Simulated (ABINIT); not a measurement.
# Al2O3 (Corundum): making up for missing bands, part 2 of 2

Can a closure trick stand in for empty bands in GW on Al2O3 (Corundum)?

ABINIT 10.8.3; PBE and many-body steps on it, plane waves. Known limits of the many-body steps: not at the basis limit.

So far. Step 3 (Screening, 4×4×4 mesh, 113 bands, screening to 122.5 eV): Local fields lower ε∞ by 6 %. Step 4 (113 bands): The gap on the mesh goes from 6.27 eV to 8.45 eV, a correction of +2.18 eV.

**6. 32 bands**

This step: G0W0 on PBE, plane waves, norm-conserving pseudopotentials.

Input file run.abi:

```
acell 3*1.0 Angstrom
rprim 
  2.380249999995 1.374237978213 4.331866666707
  -2.380249999995 1.374237978213 4.331866666707
  -0.000000000000 -2.748475956495 4.331866666685
ntypat 2
znucl 13 8
natom 10
typat 1 1 1 1 2 2 2 2 2 2
xred 
  0.352160000000 0.352160000000 0.352160000000
  0.147840000000 0.147840000000 0.147840000000
  0.647840000000 0.647840000000 0.647840000000
  0.852160000000 0.852160000000 0.852160000000
  0.556680000000 0.943320000000 0.250000000000
  0.250000000000 0.556680000000 0.943320000000
  0.943320000000 0.250000000000 0.556680000000
  0.443320000000 0.056680000000 0.750000000000
  0.750000000000 0.443320000000 0.056680000000
  0.056680000000 0.750000000000 0.443320000000
pp_dirpath "pseudos"
pseudos "Al.upf, O.upf"
ecut 36
ngkpt 4 4 4
nshiftk 1
shiftk 0 0 0
kptopt 1
chksymbreak 0
istwfk *1
occopt 1
irdwfk 1
optdriver 4
nband 32
gwcalctyp 0
ecutsigx 36
symsigma 1
nkptgw 1
kptgw 
  0.0000000000 0.0000000000 0.0000000000
bdgw 
  22 26
ecuteps 4.5
irdscr 1
ppmodel 1
indata_prefix "in"
outdata_prefix "out"
tmpdata_prefix "tmp"
```

On the command line:

```sh
> OMP_NUM_THREADS=1 mpirun -n 4 abinit run.abi > log
```

Numbers of over 12 decimals in the logs are rounded to 6 here.

Output:

```text
.Version 10.8.3 of ABINIT. v10.8.2 released Aug 2026.

 Symmetries : space group R-3 c (#167); Bravais hR (rhombohedral)
[... echo of the input left out ...]
== DATASET  1 ==================================================================
-   mpi_nproc: 4, omp_nthreads: 1 (-1 if OMP is not activated)

--- !DatasetInfo
iteration_state: {dtset: 1, }
dimensions: {natom: 10, nkpt: 13, mband: 32, nsppol: 1, nspinor: 1, nspden: 1, mpw: 5940, }
cutoff_energies: {ecut:  36.0, pawecutdg:  -1.0, }
electrons: {nelect:   4.80000000E+01, charge:   0.00000000E+00, occopt:   1.00000000E+00, tsmear:   1.00000000E-02, }

 SIGMA: Calculation of the GW corrections

 Based on a program developped by R.W. Godby, V. Olevano, G. Onida, and L. Reining.
 Incorporated in ABINIT by V. Olevano, G.-M. Rignanese, and M. Torrent.
.Using double precision arithmetic ; gwpc =  8

[... cell and pseudopotentials left out ...]
--------------------------------------------------------------------------------

 ==== K-mesh for the wavefunctions ====
 Number of points in the irreducible wedge :    13
[... list of points left out ...]
 Together with 12 symmetry operations and time-reversal symmetry
 yields    64 points in the full Brillouin Zone.

 ==== Q-mesh for screening function ====
 Number of points in the irreducible wedge :    13
[... list of points left out ...]
 Together with 12 symmetry operations and time-reversal symmetry
 yields    64 points in the full Brillouin Zone.

 vcoul_init : cutoff-mode = AUXILIARY_FUNCTION
 q-points for optical limit:   1
     1)      0.000010    0.000020    0.000030
 setmesh: FFT mesh size selected  =    54x   54x   54
          total number of points  =       157464

 Number of electrons calculated from density =   48.0000; Expected =   48.0000
[...]
number of q-points in IBZ                          13
 number of symmetry operations                      12
 number of k-points in BZ                           64
 number of q-points in BZ                           64
 number of frequencies for dSigma/dE                 9
 frequency step for dSigma/dE [eV]                0.25
 number of omega for Sigma on real axis              0
 max omega for Sigma on real axis  [eV]           0.00
 zcut for avoiding poles [eV]                     0.10

 EPSILON^-1 parameters (SCR file):
 dimension of the eps^-1 matrix on file            277
 dimension of the eps^-1 matrix used               277
 number of plane-waves for wavefunctions          5879
 number of bands                                    32
 number of q-points in IBZ                          13
 number of frequencies                               2
 number of real frequencies                          1
 number of imag frequencies                          1

 matrix elements of self-energy operator (all in [eV])

 Perturbative Calculation

--- !SelfEnergy_ee
iteration_state: {dtset: 1, }
kpoint     : [   0.000,    0.000,    0.000, ]
spin       : 1
KS_gap     :    6.266
QP_gap     :   10.411
Delta_QP_KS:    4.145
data: !SigmaeeData |
     Band     E0 <VxcDFT>   SigX SigC(E0)      Z dSigC/dE  Sig(E)    E-E0       E
       22   5.137 -20.467 -25.963   3.959   0.827  -0.210 -21.737  -1.270   3.867
       23   5.137 -20.467 -25.963   3.959   0.827  -0.210 -21.737  -1.270   3.867
       24   5.182 -20.398 -25.833   3.948   0.828  -0.207 -21.629  -1.231   3.950
       25  11.448 -13.779  -8.892  -1.577   0.880  -0.136 -10.866   2.913  14.361
       26  14.369 -11.424  -6.101  -1.514   0.899  -0.113  -8.002   3.422  17.791

== END DATASET(S) ==============================================================
================================================================================

 -outvars: echo values of variables after computation  --------
           etotal      0.0000000000E+00
            nband          32
             nkpt          13
          spgroup         167
 [... the other variables as echoed above ...]

 Calculation completed.
```

Wall time 9.3 s (4 MPI ranks of Intel Xeon Platinum 8488C (Sapphire Rapids), shared host); peak memory 1.4 GiB; 36 s of CPU time.

This step gave:

* G0W0 gap on the points computed: 10.41 eV
* starting gap on the mesh: 6.266 eV
* k of the valence top: 0, 0, 0
* k of the conduction bottom: 0, 0, 0
* Z at the valence top: 0.828
* Z at the conduction bottom: 0.88
* least direct G0W0 gap on the computed points: 10.41 eV

Against G0W0 in ABINIT (4×4×4 mesh, 113 bands, screening to 122.5 eV, Godby-Needs plasmon pole), the gap moves by +1.961 eV.

**7. Screening, 4×4×4 mesh, 32 bands, screening to 122.5 eV**

This step: RPA screening on PBE, plane waves, norm-conserving pseudopotentials.

Changes to run.abi since step 6:

```diff
@@ -31,15 +31,10 @@
 irdwfk 1
-optdriver 4
+optdriver 3
 nband 32
-gwcalctyp 0
-ecutsigx 36
-symsigma 1
-nkptgw 1
-kptgw 
-  0.0000000000 0.0000000000 0.0000000000
-bdgw 
-  22 26
 ecuteps 4.5
-irdscr 1
-ppmodel 1
+inclvkb 2
+awtr 1
+symchi 1
+gwcomp 1
+gwencomp 1.5
 indata_prefix "in"
```

Output:

```text
.Version 10.8.3 of ABINIT. v10.8.2 released Aug 2026.

 Symmetries : space group R-3 c (#167); Bravais hR (rhombohedral)
[... echo of the input left out ...]
== DATASET  1 ==================================================================
-   mpi_nproc: 4, omp_nthreads: 1 (-1 if OMP is not activated)

--- !DatasetInfo
iteration_state: {dtset: 1, }
dimensions: {natom: 10, nkpt: 13, mband: 32, nsppol: 1, nspinor: 1, nspden: 1, mpw: 5940, }
cutoff_energies: {ecut:  36.0, pawecutdg:  -1.0, }
[...]
--------------------------------------------------------------------------------
[... chi0 elements left out ...]
 For q-point:  0.000010 0.000020 0.000030
  dielectric constant =   2.3328
  dielectric constant without local fields =   2.3834

  Average fulfillment of the sum rule on Im[epsilon] for q-point    1 :    110.87  [%]
[... wings left out ...]
  q-point number  2        q = ( 0.250000, 0.000000, 0.000000) [r.l.u.]
--------------------------------------------------------------------------------
[... chi0 elements left out ...]
  Average fulfillment of the sum rule on Im[epsilon] for q-point    2 :    136.17  [%]

 [... 11 further q-points ...]
```

Run time: 3.3 min. Hardware: 4 MPI ranks; peak memory 1.6 GiB; 13 min of CPU time.

Numbers from this step:

```yaml
eps_infinity_with_local_fields_on_this_mesh_along_the_program_s_q_direction: 2.333
the_same_without_local_fields: 2.383
plasma_frequency: 27.90 eV
plane_waves_in_the_screening_matrix: 277
```

**8. 32 bands, completed**

This step: G0W0 on PBE, plane waves, norm-conserving pseudopotentials.

Changes to run.abi since step 7:

```diff
@@ -31,8 +31,15 @@
 irdwfk 1
-optdriver 3
+optdriver 4
 nband 32
+gwcalctyp 0
+ecutsigx 36
+symsigma 1
+nkptgw 1
+kptgw 
+  0.0000000000 0.0000000000 0.0000000000
+bdgw 
+  22 26
 ecuteps 4.5
-inclvkb 2
-awtr 1
-symchi 1
+irdscr 1
+ppmodel 1
 gwcomp 1
```

Output:

```text
.Version 10.8.3 of ABINIT. v10.8.2 released Aug 2026.

 Symmetries : space group R-3 c (#167); Bravais hR (rhombohedral)
[... echo of the input left out ...]
== DATASET  1 ==================================================================
-   mpi_nproc: 4, omp_nthreads: 1 (-1 if OMP is not activated)

--- !DatasetInfo
iteration_state: {dtset: 1, }
dimensions: {natom: 10, nkpt: 13, mband: 32, nsppol: 1, nspinor: 1, nspden: 1, mpw: 5940, }
cutoff_energies: {ecut:  36.0, pawecutdg:  -1.0, }
[...]
24   5.182 -20.398 -25.833   3.132   0.856  -0.168 -22.369  -1.971   3.211
       25  11.448 -13.779  -8.892  -3.080   0.890  -0.124 -12.172   1.607  13.055
       26  14.369 -11.424  -6.101  -3.227   0.909  -0.100  -9.519   1.905  16.274

== END DATASET(S) ==============================================================
================================================================================

 -outvars: echo values of variables after computation  --------
           etotal      0.0000000000E+00
            nband          32
             nkpt          13
          spgroup         167
 [... the other variables as echoed above ...]

 Calculation completed.
```

Elapsed: 10 s, on 4 MPI ranks; peak memory 1.4 GiB.

Numbers from this step:

| Item | Value |
| --- | --- |
| G0W0 gap on the points computed | 9.844 eV |
| starting gap on the mesh | 6.266 eV |
| k of the valence top | 0, 0, 0 |
| k of the conduction bottom | 0, 0, 0 |
| least direct G0W0 gap on the computed points | 9.844 eV |

Against G0W0 in ABINIT (4×4×4 mesh, 113 bands, screening to 122.5 eV, Godby-Needs plasmon pole), the gap moves by +1.394 eV.

**9. Screening, 4×4×4 mesh, 55 bands, screening to 122.5 eV**

This step: RPA screening on PBE, plane waves, norm-conserving pseudopotentials.

Changes to run.abi since step 8:

```diff
@@ -31,17 +31,8 @@
 irdwfk 1
-optdriver 4
-nband 32
-gwcalctyp 0
-ecutsigx 36
-symsigma 1
-nkptgw 1
-kptgw 
-  0.0000000000 0.0000000000 0.0000000000
-bdgw 
-  22 26
+optdriver 3
+nband 55
 ecuteps 4.5
-irdscr 1
-ppmodel 1
-gwcomp 1
-gwencomp 1.5
+inclvkb 2
+awtr 1
+symchi 1
 indata_prefix "in"
```

Output:

```text
.Version 10.8.3 of ABINIT. v10.8.2 released Aug 2026.

 Symmetries : space group R-3 c (#167); Bravais hR (rhombohedral)
[... echo of the input left out ...]
== DATASET  1 ==================================================================
-   mpi_nproc: 4, omp_nthreads: 1 (-1 if OMP is not activated)

--- !DatasetInfo
iteration_state: {dtset: 1, }
dimensions: {natom: 10, nkpt: 13, mband: 55, nsppol: 1, nspinor: 1, nspden: 1, mpw: 5940, }
cutoff_energies: {ecut:  36.0, pawecutdg:  -1.0, }
[...]
--------------------------------------------------------------------------------
[... chi0 elements left out ...]
 For q-point:  0.000010 0.000020 0.000030
  dielectric constant =   2.9840
  dielectric constant without local fields =   3.1357

  Average fulfillment of the sum rule on Im[epsilon] for q-point    1 :     25.09  [%]
[... wings left out ...]
  q-point number  2        q = ( 0.250000, 0.000000, 0.000000) [r.l.u.]
--------------------------------------------------------------------------------
[... chi0 elements left out ...]
  Average fulfillment of the sum rule on Im[epsilon] for q-point    2 :     42.38  [%]

 [... 11 further q-points ...]
```

Wall time 2.5 min (4 MPI ranks); peak memory 1.8 GiB; 9.9 min of CPU time.

This step gave:

| Item | Value |
| --- | --- |
| ε∞ with local fields, on this mesh, along the program's q direction | 2.984 |
| the same without local fields | 3.136 |
| plasma frequency | 27.90 eV |
| plane waves in the screening matrix | 277 |

**10. 55 bands**

This step: G0W0 on PBE, plane waves, norm-conserving pseudopotentials.

Changes to run.abi since step 9:

```diff
@@ -31,8 +31,15 @@
 irdwfk 1
-optdriver 3
+optdriver 4
 nband 55
+gwcalctyp 0
+ecutsigx 36
+symsigma 1
+nkptgw 1
+kptgw 
+  0.0000000000 0.0000000000 0.0000000000
+bdgw 
+  22 26
 ecuteps 4.5
-inclvkb 2
-awtr 1
-symchi 1
+irdscr 1
+ppmodel 1
 indata_prefix "in"
```

Output:

```text
.Version 10.8.3 of ABINIT. v10.8.2 released Aug 2026.

 Symmetries : space group R-3 c (#167); Bravais hR (rhombohedral)
[... echo of the input left out ...]
== DATASET  1 ==================================================================
-   mpi_nproc: 4, omp_nthreads: 1 (-1 if OMP is not activated)

--- !DatasetInfo
iteration_state: {dtset: 1, }
dimensions: {natom: 10, nkpt: 13, mband: 55, nsppol: 1, nspinor: 1, nspden: 1, mpw: 5940, }
cutoff_energies: {ecut:  36.0, pawecutdg:  -1.0, }
[...]
24   5.182 -20.398 -25.833   4.727   0.817  -0.224 -20.976  -0.579   4.603
       25  11.448 -13.779  -8.892  -2.682   0.859  -0.164 -11.885   1.894  13.342
       26  14.369 -11.424  -6.101  -2.978   0.868  -0.152  -9.388   2.035  16.404

== END DATASET(S) ==============================================================
================================================================================

 -outvars: echo values of variables after computation  --------
           etotal      0.0000000000E+00
            nband          55
             nkpt          13
          spgroup         167
 [... the other variables as echoed above ...]

 Calculation completed.
```

It took 12 s on 4 MPI ranks; peak memory 1.4 GiB.

This step gave:

* G0W0 gap on the points computed: 8.739 eV
* starting gap on the mesh: 6.266 eV
* k of the valence top: 0, 0, 0
* k of the conduction bottom: 0, 0, 0
* least direct G0W0 gap on the computed points: 8.739 eV

Against G0W0 in ABINIT (4×4×4 mesh, 113 bands, screening to 122.5 eV, Godby-Needs plasmon pole), the gap moves by +0.289 eV.

**11. Screening, 4×4×4 mesh, 55 bands, screening to 122.5 eV**

This step: RPA screening on PBE, plane waves, norm-conserving pseudopotentials.

Changes to run.abi since step 10:

```diff
@@ -31,15 +31,10 @@
 irdwfk 1
-optdriver 4
+optdriver 3
 nband 55
-gwcalctyp 0
-ecutsigx 36
-symsigma 1
-nkptgw 1
-kptgw 
-  0.0000000000 0.0000000000 0.0000000000
-bdgw 
-  22 26
 ecuteps 4.5
-irdscr 1
-ppmodel 1
+inclvkb 2
+awtr 1
+symchi 1
+gwcomp 1
+gwencomp 3
 indata_prefix "in"
```

Output:

```text
.Version 10.8.3 of ABINIT. v10.8.2 released Aug 2026.

 Symmetries : space group R-3 c (#167); Bravais hR (rhombohedral)
[... echo of the input left out ...]
== DATASET  1 ==================================================================
-   mpi_nproc: 4, omp_nthreads: 1 (-1 if OMP is not activated)

--- !DatasetInfo
iteration_state: {dtset: 1, }
dimensions: {natom: 10, nkpt: 13, mband: 55, nsppol: 1, nspinor: 1, nspden: 1, mpw: 5940, }
cutoff_energies: {ecut:  36.0, pawecutdg:  -1.0, }
[...]
--------------------------------------------------------------------------------
[... chi0 elements left out ...]
 For q-point:  0.000010 0.000020 0.000030
  dielectric constant =   2.9927
  dielectric constant without local fields =   3.1357

  Average fulfillment of the sum rule on Im[epsilon] for q-point    1 :    154.52  [%]
[... wings left out ...]
  q-point number  2        q = ( 0.250000, 0.000000, 0.000000) [r.l.u.]
--------------------------------------------------------------------------------
[... chi0 elements left out ...]
  Average fulfillment of the sum rule on Im[epsilon] for q-point    2 :    148.75  [%]

 [... 11 further q-points ...]
```

The job ended after 7.2 min (4 MPI ranks; peak memory 1.8 GiB; 29 min of CPU time).

This step gave:

* ε∞ with local fields, on this mesh, along the program's q direction: 2.993
* the same without local fields: 3.136
* plasma frequency: 27.90 eV
* plane waves in the screening matrix: 277

**12. 55 bands, completed**

This step: G0W0 on PBE, plane waves, norm-conserving pseudopotentials.

Changes to run.abi since step 11:

```diff
@@ -31,8 +31,15 @@
 irdwfk 1
-optdriver 3
+optdriver 4
 nband 55
+gwcalctyp 0
+ecutsigx 36
+symsigma 1
+nkptgw 1
+kptgw 
+  0.0000000000 0.0000000000 0.0000000000
+bdgw 
+  22 26
 ecuteps 4.5
-inclvkb 2
-awtr 1
-symchi 1
+irdscr 1
+ppmodel 1
 gwcomp 1
```

Output:

```text
.Version 10.8.3 of ABINIT. v10.8.2 released Aug 2026.

 Symmetries : space group R-3 c (#167); Bravais hR (rhombohedral)
[... echo of the input left out ...]
== DATASET  1 ==================================================================
-   mpi_nproc: 4, omp_nthreads: 1 (-1 if OMP is not activated)

--- !DatasetInfo
iteration_state: {dtset: 1, }
dimensions: {natom: 10, nkpt: 13, mband: 55, nsppol: 1, nspinor: 1, nspden: 1, mpw: 5940, }
cutoff_energies: {ecut:  36.0, pawecutdg:  -1.0, }
[...]
24   5.182 -20.398 -25.833   4.119   0.822  -0.216 -21.479  -1.082   4.100
       25  11.448 -13.779  -8.892  -3.291   0.861  -0.161 -12.404   1.374  12.822
       26  14.369 -11.424  -6.101  -3.609   0.871  -0.148  -9.932   1.491  15.861

== END DATASET(S) ==============================================================
================================================================================

 -outvars: echo values of variables after computation  --------
           etotal      0.0000000000E+00
            nband          55
             nkpt          13
          spgroup         167
 [... the other variables as echoed above ...]

 Calculation completed.
```

Elapsed: 13 s, on 4 MPI ranks; peak memory 1.4 GiB; 52 s of CPU time.

This step gave:

| Quantity | Value |
| --- | --- |
| G0W0 gap on the points computed | 8.722 eV |
| starting gap on the mesh | 6.266 eV |
| k of the valence top | 0, 0, 0 |
| k of the conduction bottom | 0, 0, 0 |
| least direct G0W0 gap on the computed points | 8.722 eV |

Against G0W0 in ABINIT (4×4×4 mesh, 113 bands, screening to 122.5 eV, Godby-Needs plasmon pole), the gap moves by +0.272 eV.

**13. Side by side**

Times are wall times on 4 MPI ranks of Intel Xeon Platinum 8488C (Sapphire Rapids), shared host, good to a factor of about two. A run's time includes the screening step that it read.

| run | mesh | bands | screening cutoff (eV) | DFT gap (eV) | gap on the mesh (eV) | direct (eV) | ε∞ used | time |
| --- | --- | --- | --- | --- | --- | --- | --- | --- |
| 113 bands | 4×4×4 | 113 | 122.5 | 6.266 | 8.450 | 8.450 | 3.03 | 4.6 min |
| 32 bands | 4×4×4 | 32 | 122.5 | 6.266 | 10.411 | 10.411 | 2.33 | 50 s |
| 32 bands, completed | 4×4×4 | 32 | 122.5 | 6.266 | 9.844 | 9.844 | 2.33 | 3.5 min |
| 55 bands | 4×4×4 | 55 | 122.5 | 6.266 | 8.739 | 8.739 | 2.98 | 2.7 min |
| 55 bands, completed | 4×4×4 | 55 | 122.5 | 6.266 | 8.722 | 8.722 | 2.99 | 7.4 min |

**14. Summary of results**

```
113 bands           : 8.450 eV
32 bands            : 10.411 eV
32 bands, completed : 9.844 eV
55 bands            : 8.739 eV
55 bands, completed : 8.722 eV
```

In words: 32 bands: +1.961 eV against 113 bands. 32 bands, completed: +1.394 eV against 113 bands. 55 bands: +0.289 eV against 113 bands. 55 bands, completed: +0.272 eV against 113 bands. The row with most bands is itself short of the limit, so it is no exact reference, and agreement of a truncated run with it can be a cancellation between the edges. In the first G0W0 run levels were corrected at 1 k point alone, so a gap called «on the mesh» is the least over those, and an edge elsewhere would be missed.

[Paths, hosts, dates, memory and timing lines, banners, echoed tables and standing remarks are left out of the program output.]

[Logs are printed without paths, hosts, clocks, repeated set-up lines and the standing remarks that a program may print on its own settings, such as how far it seeks lower states.]

[Runs of the session that timed out or met a known fault of the program may be left out.]

[No measured gap is set beside runs whose start may be inverted or whose files or cutoffs have a known fault.]

[Hosts, paths, dates, database ids (printed as entryN), source tags and the programs' standing remarks are cut or masked in the printed files.]

[G0W0 gaps are taken among the corrected bands and points alone; a level outside them can change the order at an edge.]

[Where Ansatz stands beside ABINIT at settings called matched, ABINIT's density can come from a denser mesh and the files from another edition; pairs whose starting gaps differed by over 0.03 eV were left out, so agreement reads better than it is.]
